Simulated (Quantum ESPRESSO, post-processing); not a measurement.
# Li(100), 5 layers: k-mesh convergence, part 2 of 2

Aim: how far one choice must go before the vacuum level and the energy of Li(100), 5 layers stand still, and what it costs.

Quantum ESPRESSO 7.5; plane-wave DFT, PBE, GBRV ultrasoft pseudopotentials.

So far. Step 2 (SCF with pw.x: 19×19×1 points): Inside the slab this potential holds the local part of the pseudopotentials, which can be repulsive at the nuclei; only its value in the vacuum has a meaning of its own. Step 3 (SCF with pw.x: 13×13×1 points): Counted from each run's own zero (the Fermi level), the vacuum level differs from the first run's by -1 meV.

### Step 4. SCF with pw.x: 10×10×1 points

c2.in reads:

```
&control
  prefix = 'c2'
  outdir = './out'
  pseudo_dir = './pseudo'
  calculation = 'scf'
  tprnfor = .true.
/
&system
  ibrav = 0
  nat = 5
  ntyp = 1
  ecutwfc = 40
  ecutrho = 200
  occupations = 'smearing'
  smearing = 'mv'
  degauss = 0.02
  assume_isolated = 'esm'
  esm_bc = 'bc1'
/
&electrons
  conv_thr = 1e-07
  mixing_beta = 0.4
  electron_maxstep = 120
  mixing_mode = 'local-TF'
/
ATOMIC_SPECIES
  Li  6.9400  li_pbe_v1.4.uspp.F.UPF
CELL_PARAMETERS angstrom
  3.49000000000000 0.00000000000000 0.00000000000000
  0.00000000000000 3.49000000000000 0.00000000000000
  0.00000000000000 0.00000000000000 22.98000000000000
ATOMIC_POSITIONS crystal
  Li  0.000000000000 0.000000000000 -0.151871192341
  Li  0.500000000000 0.500000000000 -0.075935596171
  Li  0.000000000000 0.000000000000 0.000000000000
  Li  0.500000000000 0.500000000000 0.075935596171
  Li  0.000000000000 0.000000000000 0.151871192341
K_POINTS automatic
  10 10 1 0 0 0
```

The run is started by

```
$ OMP_NUM_THREADS=1 mpirun -n 4 pw.x -nk 4 -in c2.in > c2.out
```

Output:

```text
[banner, memory and clock lines left out]
Program PWSCF v.7.5 starts
[...]
Message from routine setup:
[...]
number of electrons       =        15.00
     number of Kohn-Sham states=           12
     kinetic-energy cutoff     =      40.0000  Ry
     charge density cutoff     =     200.0000  Ry
[...]
number of k points=    21  Marzari-Vanderbilt smearing, width (Ry)=  0.0200
[...]
Dense  grid:    90131 G-vectors     FFT dimensions: (  30,  30, 200)
[...]
negative rho (up, down):  1.172E-04 0.000E+00
     Starting wfcs are   25 randomized atomic wfcs
[...]
negative rho (up, down):  1.082E-03 0.000E+00
[...]
estimated scf accuracy    <       0.86668923 Ry
[...]
negative rho (up, down):  3.920E-03 0.000E+00
[...]
estimated scf accuracy    <       0.47824669 Ry
[...]
negative rho (up, down):  4.139E-03 0.000E+00
[...]
estimated scf accuracy    <       0.02116246 Ry
[...]
negative rho (up, down):  3.513E-03 0.000E+00
[...]
estimated scf accuracy    <       0.00349401 Ry
[...]
negative rho (up, down):  2.778E-03 0.000E+00
[...]
estimated scf accuracy    <       0.00020452 Ry
[...]
negative rho (up, down):  3.148E-03 0.000E+00
[...]
estimated scf accuracy    <       0.00019191 Ry
[...]
negative rho (up, down):  7.961E-04 0.000E+00
[...]
estimated scf accuracy    <       0.00032332 Ry
[...]
negative rho (up, down):  4.896E-04 0.000E+00
[...]
estimated scf accuracy    <       0.00000750 Ry
[...]
negative rho (up, down):  1.565E-04 0.000E+00
[...]
estimated scf accuracy    <       0.00000288 Ry
[...]
negative rho (up, down):  3.598E-05 0.000E+00
[...]
estimated scf accuracy    <       0.00000057 Ry
[...]
negative rho (up, down):  2.372E-06 0.000E+00
[...]
estimated scf accuracy    <       0.00000038 Ry
[...]
negative rho (up, down):  1.823E-06 0.000E+00
[...]
estimated scf accuracy    <       0.00000018 Ry
[...]
negative rho (up, down):  1.327E-05 0.000E+00
[...]
estimated scf accuracy    <       0.00000011 Ry
[...]
negative rho (up, down):  9.871E-06 0.000E+00
[...]
the Fermi energy is    -2.9248 ev
!    total energy              =     -72.30756432 Ry
     estimated scf accuracy    <          5.2E-09 Ry
     smearing contrib. (-TS)   =      -0.00109963 Ry
     internal energy E=F+TS    =     -72.30646470 Ry
[...]
one-electron contribution =     304.64016862 Ry
     hartree contribution      =    -160.62537181 Ry
     xc contribution           =     -16.77010671 Ry
     ewald contribution        =    -199.55115479 Ry
     convergence has been achieved in  14 iterations
[...]
Total force =     0.003635     Total SCF correction =     0.000068
[...]
```

It took 22 s on 4 MPI ranks of Intel Xeon 6975P-C (Granite Rapids), shared host; peak memory 0.49 GiB.

Read from the output:

- free energy: -983.7945 eV
- Fermi energy: -2.925 eV
- vacuum line at the lower end of the cell, over the Fermi level: 2.925 eV
- vacuum line at the upper end of the cell, over the Fermi level: 2.925 eV

The program's own clock; routines nest. Time by routine:

| routine | wall time (s) | calls |
| --- | --- | --- |
| PWSCF | 20.91 | 1 |
| electrons | 18.83 | 1 |
| c_bands | 11.44 | 14 |
| cegterg | 9.84 | 85 |
| h_psi | 8.01 | 867 |
| vloc_psi | 6.7 | 867 |
| fftw | 6.28 | 9836 |
| mix_rho | 4.73 | 14 |
| ffts | 2.29 | 1628 |
| init_run | 1.84 | 1 |
| sum_band | 1.47 | 14 |
| calbec | 0.83 | 975 |
| v_of_rho | 0.71 | 15 |
| h_psi:calbec | 0.69 | 867 |

Counted from each run's own zero (the Fermi level), the vacuum level differs from the first run's by -4 meV.

### Step 5. SCF with pw.x: 7×7×1 points

c3.in, as its differences from the input of step 4:

```diff
@@ -1,3 +1,3 @@
 &control
-  prefix = 'c2'
+  prefix = 'c3'
   outdir = './out'
@@ -38,2 +38,2 @@
 K_POINTS automatic
-  10 10 1 0 0 0
+  7 7 1 0 0 0
```

The run is started by

```
$ OMP_NUM_THREADS=1 mpirun -n 4 pw.x -nk 2 -in c3.in > c3.out
```

Output:

```text
[banner, memory and clock lines left out]
Program PWSCF v.7.5 starts
[...]
Message from routine setup:
[...]
number of electrons       =        15.00
     number of Kohn-Sham states=           12
     kinetic-energy cutoff     =      40.0000  Ry
     charge density cutoff     =     200.0000  Ry
[...]
number of k points=    10  Marzari-Vanderbilt smearing, width (Ry)=  0.0200
[...]
Dense  grid:    90131 G-vectors     FFT dimensions: (  30,  30, 200)
[...]
negative rho (up, down):  1.172E-04 0.000E+00
     Starting wfcs are   25 randomized atomic wfcs
[...]
negative rho (up, down):  1.250E-03 0.000E+00
[...]
estimated scf accuracy    <       0.87634243 Ry
[...]
negative rho (up, down):  4.379E-03 0.000E+00
[...]
estimated scf accuracy    <       0.48176519 Ry
[...]
negative rho (up, down):  4.659E-03 0.000E+00
[...]
estimated scf accuracy    <       0.02640256 Ry
[...]
negative rho (up, down):  4.527E-03 0.000E+00
[...]
estimated scf accuracy    <       0.00478780 Ry
[...]
negative rho (up, down):  3.911E-03 0.000E+00
[...]
estimated scf accuracy    <       0.00032027 Ry
[...]
negative rho (up, down):  4.051E-03 0.000E+00
[...]
estimated scf accuracy    <       0.00023127 Ry
[...]
negative rho (up, down):  1.775E-03 0.000E+00
[...]
estimated scf accuracy    <       0.00028782 Ry
[...]
negative rho (up, down):  1.309E-03 0.000E+00
[...]
estimated scf accuracy    <       0.00001393 Ry
[...]
negative rho (up, down):  8.728E-04 0.000E+00
[...]
estimated scf accuracy    <       0.00000719 Ry
[...]
negative rho (up, down):  1.354E-04 0.000E+00
[...]
estimated scf accuracy    <       0.00000240 Ry
[...]
negative rho (up, down):  3.500E-06 0.000E+00
[...]
estimated scf accuracy    <       0.00000091 Ry
[...]
negative rho (up, down):  1.305E-05 0.000E+00
[...]
estimated scf accuracy    <       0.00000018 Ry
[...]
negative rho (up, down):  9.728E-06 0.000E+00
[...]
the Fermi energy is    -2.9138 ev
!    total energy              =     -72.30622914 Ry
     estimated scf accuracy    <       0.00000004 Ry
     smearing contrib. (-TS)   =      -0.00242147 Ry
     internal energy E=F+TS    =     -72.30380767 Ry
[...]
one-electron contribution =     304.65352958 Ry
     hartree contribution      =    -160.63629372 Ry
     xc contribution           =     -16.76988873 Ry
     ewald contribution        =    -199.55115479 Ry
     convergence has been achieved in  13 iterations
[...]
Total force =     0.004450     Total SCF correction =     0.000210
[...]
```

Elapsed: 9.5 s, on 4 MPI ranks; peak memory 0.37 GiB.

This step gave:

| Item | Value |
| --- | --- |
| free energy | -983.7764 eV |
| Fermi energy | -2.914 eV |
| vacuum line at the lower end of the cell, over the Fermi level | 2.914 eV |
| vacuum line at the upper end of the cell, over the Fermi level | 2.914 eV |

The program's own clock; routines nest. Time by routine:

| routine | wall time (s) | calls |
| --- | --- | --- |
| PWSCF | 8.68 | 1 |
| electrons | 7.57 | 1 |
| c_bands | 4.65 | 13 |
| cegterg | 4.08 | 66 |
| h_psi | 3.34 | 669 |
| fftw | 2.98 | 7754 |
| vloc_psi | 2.93 | 669 |
| mix_rho | 1.76 | 13 |
| ffts | 1.13 | 1503 |
| init_run | 0.92 | 1 |
| sum_band | 0.69 | 13 |
| potinit | 0.42 | 1 |
| v_of_rho | 0.37 | 14 |
| hinit0 | 0.31 | 1 |

Counted from each run's own zero (the Fermi level), the vacuum level differs from the first run's by -15 meV.

### Step 6. SCF with pw.x: 5×5×1 points

c4.in, as its differences from the input of step 5:

```diff
@@ -1,3 +1,3 @@
 &control
-  prefix = 'c3'
+  prefix = 'c4'
   outdir = './out'
@@ -38,2 +38,2 @@
 K_POINTS automatic
-  7 7 1 0 0 0
+  5 5 1 0 0 0
```

The run is started by

```
$ OMP_NUM_THREADS=1 mpirun -n 4 pw.x -nk 2 -in c4.in > c4.out
```

Output:

```text
[banner, memory and clock lines left out]
Program PWSCF v.7.5 starts
[...]
Message from routine setup:
[...]
number of electrons       =        15.00
     number of Kohn-Sham states=           12
     kinetic-energy cutoff     =      40.0000  Ry
     charge density cutoff     =     200.0000  Ry
[...]
number of k points=     6  Marzari-Vanderbilt smearing, width (Ry)=  0.0200
[...]
Dense  grid:    90131 G-vectors     FFT dimensions: (  30,  30, 200)
[...]
negative rho (up, down):  1.172E-04 0.000E+00
     Starting wfcs are   25 randomized atomic wfcs
[...]
negative rho (up, down):  7.835E-04 0.000E+00
[...]
estimated scf accuracy    <       0.86148088 Ry
[...]
negative rho (up, down):  3.414E-03 0.000E+00
[...]
estimated scf accuracy    <       0.47540592 Ry
[...]
negative rho (up, down):  4.723E-03 0.000E+00
[...]
estimated scf accuracy    <       0.02261217 Ry
[...]
negative rho (up, down):  4.686E-03 0.000E+00
[...]
estimated scf accuracy    <       0.00291672 Ry
[...]
negative rho (up, down):  4.140E-03 0.000E+00
[...]
estimated scf accuracy    <       0.00032576 Ry
[...]
negative rho (up, down):  4.183E-03 0.000E+00
[...]
estimated scf accuracy    <       0.00025009 Ry
[...]
negative rho (up, down):  2.395E-03 0.000E+00
[...]
estimated scf accuracy    <       0.00026937 Ry
[...]
negative rho (up, down):  1.953E-03 0.000E+00
[...]
estimated scf accuracy    <       0.00003338 Ry
[...]
negative rho (up, down):  1.406E-03 0.000E+00
[...]
estimated scf accuracy    <       0.00001651 Ry
[...]
negative rho (up, down):  6.396E-04 0.000E+00
[...]
estimated scf accuracy    <       0.00000925 Ry
[...]
negative rho (up, down):  2.693E-05 0.000E+00
[...]
estimated scf accuracy    <       0.00000178 Ry
[...]
negative rho (up, down):  1.619E-05 0.000E+00
[...]
estimated scf accuracy    <       0.00000026 Ry
[...]
negative rho (up, down):  9.562E-06 0.000E+00
[...]
estimated scf accuracy    <       0.00000015 Ry
[...]
negative rho (up, down):  9.328E-06 0.000E+00
[...]
the Fermi energy is    -2.8951 ev
!    total energy              =     -72.30778181 Ry
     estimated scf accuracy    <       0.00000003 Ry
     smearing contrib. (-TS)   =      -0.00239496 Ry
     internal energy E=F+TS    =     -72.30538686 Ry
[...]
one-electron contribution =     304.77654562 Ry
     hartree contribution      =    -160.76334428 Ry
     xc contribution           =     -16.76743340 Ry
     ewald contribution        =    -199.55115479 Ry
     convergence has been achieved in  14 iterations
[...]
Total force =     0.005518     Total SCF correction =     0.000218
[...]
```

It took 7.2 s on 4 MPI ranks; peak memory 0.37 GiB.

This step gave:

| Property | Result |
| --- | --- |
| free energy | -983.7975 eV |
| Fermi energy | -2.895 eV |
| vacuum line at the lower end of the cell, over the Fermi level | 2.895 eV |
| vacuum line at the upper end of the cell, over the Fermi level | 2.895 eV |

The program's own clock; routines nest. Time by routine:

| routine | wall time (s) | calls |
| --- | --- | --- |
| PWSCF | 6.48 | 1 |
| electrons | 5.55 | 1 |
| c_bands | 2.75 | 14 |
| cegterg | 2.53 | 42 |
| h_psi | 2.07 | 443 |
| fftw | 1.83 | 4984 |
| vloc_psi | 1.8 | 443 |
| mix_rho | 1.78 | 14 |
| ffts | 1.14 | 1628 |
| init_run | 0.82 | 1 |
| sum_band | 0.51 | 14 |
| potinit | 0.35 | 1 |
| v_of_rho | 0.33 | 15 |
| hinit0 | 0.31 | 1 |

Counted from each run's own zero (the Fermi level), the vacuum level differs from the first run's by -34 meV.

### Step 7. SCF with pw.x: 4×4×1 points

c5.in, as its differences from the input of step 6:

```diff
@@ -1,3 +1,3 @@
 &control
-  prefix = 'c4'
+  prefix = 'c5'
   outdir = './out'
@@ -38,2 +38,2 @@
 K_POINTS automatic
-  5 5 1 0 0 0
+  4 4 1 0 0 0
```

The run is started by

```
$ OMP_NUM_THREADS=1 mpirun -n 4 pw.x -nk 1 -in c5.in > c5.out
```

Output:

```text
[banner, memory and clock lines left out]
Program PWSCF v.7.5 starts
[...]
Message from routine setup:
[...]
number of electrons       =        15.00
     number of Kohn-Sham states=           12
     kinetic-energy cutoff     =      40.0000  Ry
     charge density cutoff     =     200.0000  Ry
[...]
number of k points=     6  Marzari-Vanderbilt smearing, width (Ry)=  0.0200
[...]
Dense  grid:    90131 G-vectors     FFT dimensions: (  30,  30, 200)
[...]
negative rho (up, down):  1.172E-04 0.000E+00
     Starting wfcs are   25 randomized atomic wfcs
[...]
negative rho (up, down):  9.882E-04 0.000E+00
[...]
estimated scf accuracy    <       0.93632635 Ry
[...]
negative rho (up, down):  3.752E-03 0.000E+00
[...]
estimated scf accuracy    <       0.51334558 Ry
[...]
negative rho (up, down):  3.888E-03 0.000E+00
[...]
estimated scf accuracy    <       0.04793551 Ry
[...]
negative rho (up, down):  4.036E-03 0.000E+00
[...]
estimated scf accuracy    <       0.03459660 Ry
[...]
negative rho (up, down):  4.486E-03 0.000E+00
[...]
estimated scf accuracy    <       0.01614130 Ry
[...]
negative rho (up, down):  4.055E-03 0.000E+00
[...]
estimated scf accuracy    <       0.00132138 Ry
[...]
negative rho (up, down):  3.939E-03 0.000E+00
[...]
estimated scf accuracy    <       0.00008818 Ry
[...]
negative rho (up, down):  3.611E-03 0.000E+00
[...]
estimated scf accuracy    <       0.00020139 Ry
[...]
negative rho (up, down):  3.267E-03 0.000E+00
[...]
estimated scf accuracy    <       0.00058116 Ry
[...]
negative rho (up, down):  2.850E-03 0.000E+00
[...]
estimated scf accuracy    <       0.00088943 Ry
[...]
negative rho (up, down):  2.109E-03 0.000E+00
[...]
estimated scf accuracy    <       0.00144144 Ry
[...]
negative rho (up, down):  1.438E-03 0.000E+00
[...]
estimated scf accuracy    <       0.00031661 Ry
[...]
negative rho (up, down):  9.644E-04 0.000E+00
[...]
estimated scf accuracy    <       0.00027670 Ry
[...]
negative rho (up, down):  1.822E-04 0.000E+00
[...]
estimated scf accuracy    <       0.00019241 Ry
[...]
negative rho (up, down):  1.058E-04 0.000E+00
[...]
estimated scf accuracy    <       0.00008803 Ry
[...]
negative rho (up, down):  1.117E-05 0.000E+00
[...]
estimated scf accuracy    <       0.00003632 Ry
[...]
negative rho (up, down):  7.353E-06 0.000E+00
[...]
estimated scf accuracy    <       0.00000054 Ry
[...]
negative rho (up, down):  1.296E-05 0.000E+00
[...]
estimated scf accuracy    <       0.00000085 Ry
[...]
negative rho (up, down):  1.184E-05 0.000E+00
[...]
estimated scf accuracy    <       0.00000035 Ry
[...]
negative rho (up, down):  1.176E-05 0.000E+00
[...]
estimated scf accuracy    <       0.00000018 Ry
[...]
negative rho (up, down):  9.765E-06 0.000E+00
[...]
the Fermi energy is    -2.9795 ev
!    total energy              =     -72.30056243 Ry
     estimated scf accuracy    <       0.00000001 Ry
     smearing contrib. (-TS)   =      -0.00198007 Ry
     internal energy E=F+TS    =     -72.29858236 Ry
[...]
one-electron contribution =     304.53094324 Ry
     hartree contribution      =    -160.50874914 Ry
     xc contribution           =     -16.76962166 Ry
     ewald contribution        =    -199.55115479 Ry
     convergence has been achieved in  21 iterations
[...]
Total force =     0.009669     Total SCF correction =     0.000040
[...]
```

The job ended after 8 s (4 MPI ranks; peak memory 0.33 GiB; 31 s of CPU time).

Read from the output:

| Quantity | Value |
| --- | --- |
| free energy | -983.6993 eV |
| Fermi energy | -2.979 eV |
| vacuum line at the lower end of the cell, over the Fermi level | 2.979 eV |
| vacuum line at the upper end of the cell, over the Fermi level | 2.979 eV |

The program's own clock; routines nest. Time by routine:

| routine | wall time (s) | calls |
| --- | --- | --- |
| PWSCF | 7.2 | 1 |
| electrons | 6.34 | 1 |
| c_bands | 3.42 | 21 |
| cegterg | 3.27 | 126 |
| h_psi | 2.75 | 781 |
| fftw | 2.65 | 11004 |
| vloc_psi | 2.45 | 781 |
| mix_rho | 1.59 | 21 |
| ffts | 1.09 | 2503 |
| sum_band | 0.81 | 21 |
| init_run | 0.75 | 1 |
| potinit | 0.31 | 1 |
| interpolate | 0.3 | 22 |
| hinit0 | 0.29 | 1 |

Counted from each run's own zero (the Fermi level), the vacuum level differs from the first run's by +50 meV.

### Step 8. The series side by side

All levels:

| level | vacuum level over the Fermi level (eV) | its change from the first (meV) | energy from the first (meV an atom) | SCF iterations | wall time (s) | peak memory (GiB) | CPU time (s) |
| --- | --- | --- | --- | --- | --- | --- | --- |
| 19×19×1 points | 2.929 | 0 | 0 | 12 | 35.16 | 0.54 | 139.5 |
| 13×13×1 points | 2.928 | -1.2 | -0.9127 | 14 | 21.62 | 0.5 | 85.42 |
| 10×10×1 points | 2.925 | -4.3 | 0.4353 | 14 | 21.67 | 0.49 | 85.62 |
| 7×7×1 points | 2.914 | -15.3 | 4.069 | 13 | 9.47 | 0.37 | 36.72 |
| 5×5×1 points | 2.895 | -34 | -0.1565 | 14 | 7.22 | 0.37 | 27.88 |
| 4×4×1 points | 2.979 | 50.4 | 19.49 | 21 | 7.95 | 0.33 | 30.76 |

### Step 9. Outcome

| Item | Value |
| --- | --- |
| vacuum level over the Fermi level, 19×19×1 points | 2.929 eV |
| cheapest step of the main series that, with all steps before it, keeps the vacuum level within 20 meV of the first | 7×7×1 points: -15 meV, 37 s of CPU time against 2.3 min |
| setting with the largest shift of the level | 4×4×1 points: +50 meV |

What this shows: The cheapest step of the main series that, with all steps before it, keeps the vacuum level within 20 meV of the first is 7×7×1 points: -15 meV, 37 s of CPU time against 2.3 min. Over the series the energy moves by up to 19.5 meV an atom and the vacuum level by up to 50 meV. The error of the level grows in size as the mesh thins, and changes sign on the way. The times come from a shared host and are rough. Peak memory is sampled during the run and can miss the peak. The geometry is as built, not relaxed.

[Logs are printed without paths, hosts, clocks, repeated set-up lines and the standing remarks that a program may print on its own settings, such as how far it seeks lower states.]

[Hosts, paths, dates, database ids (printed as entryN), source tags and the programs' standing remarks are cut or masked in the printed files.]

[Maps of the electrostatic potential energy from Ansatz leave out the sawtooth potential of an applied field or a dipole correction, so their vacuum need not be flat; planar profiles and work functions include it.]
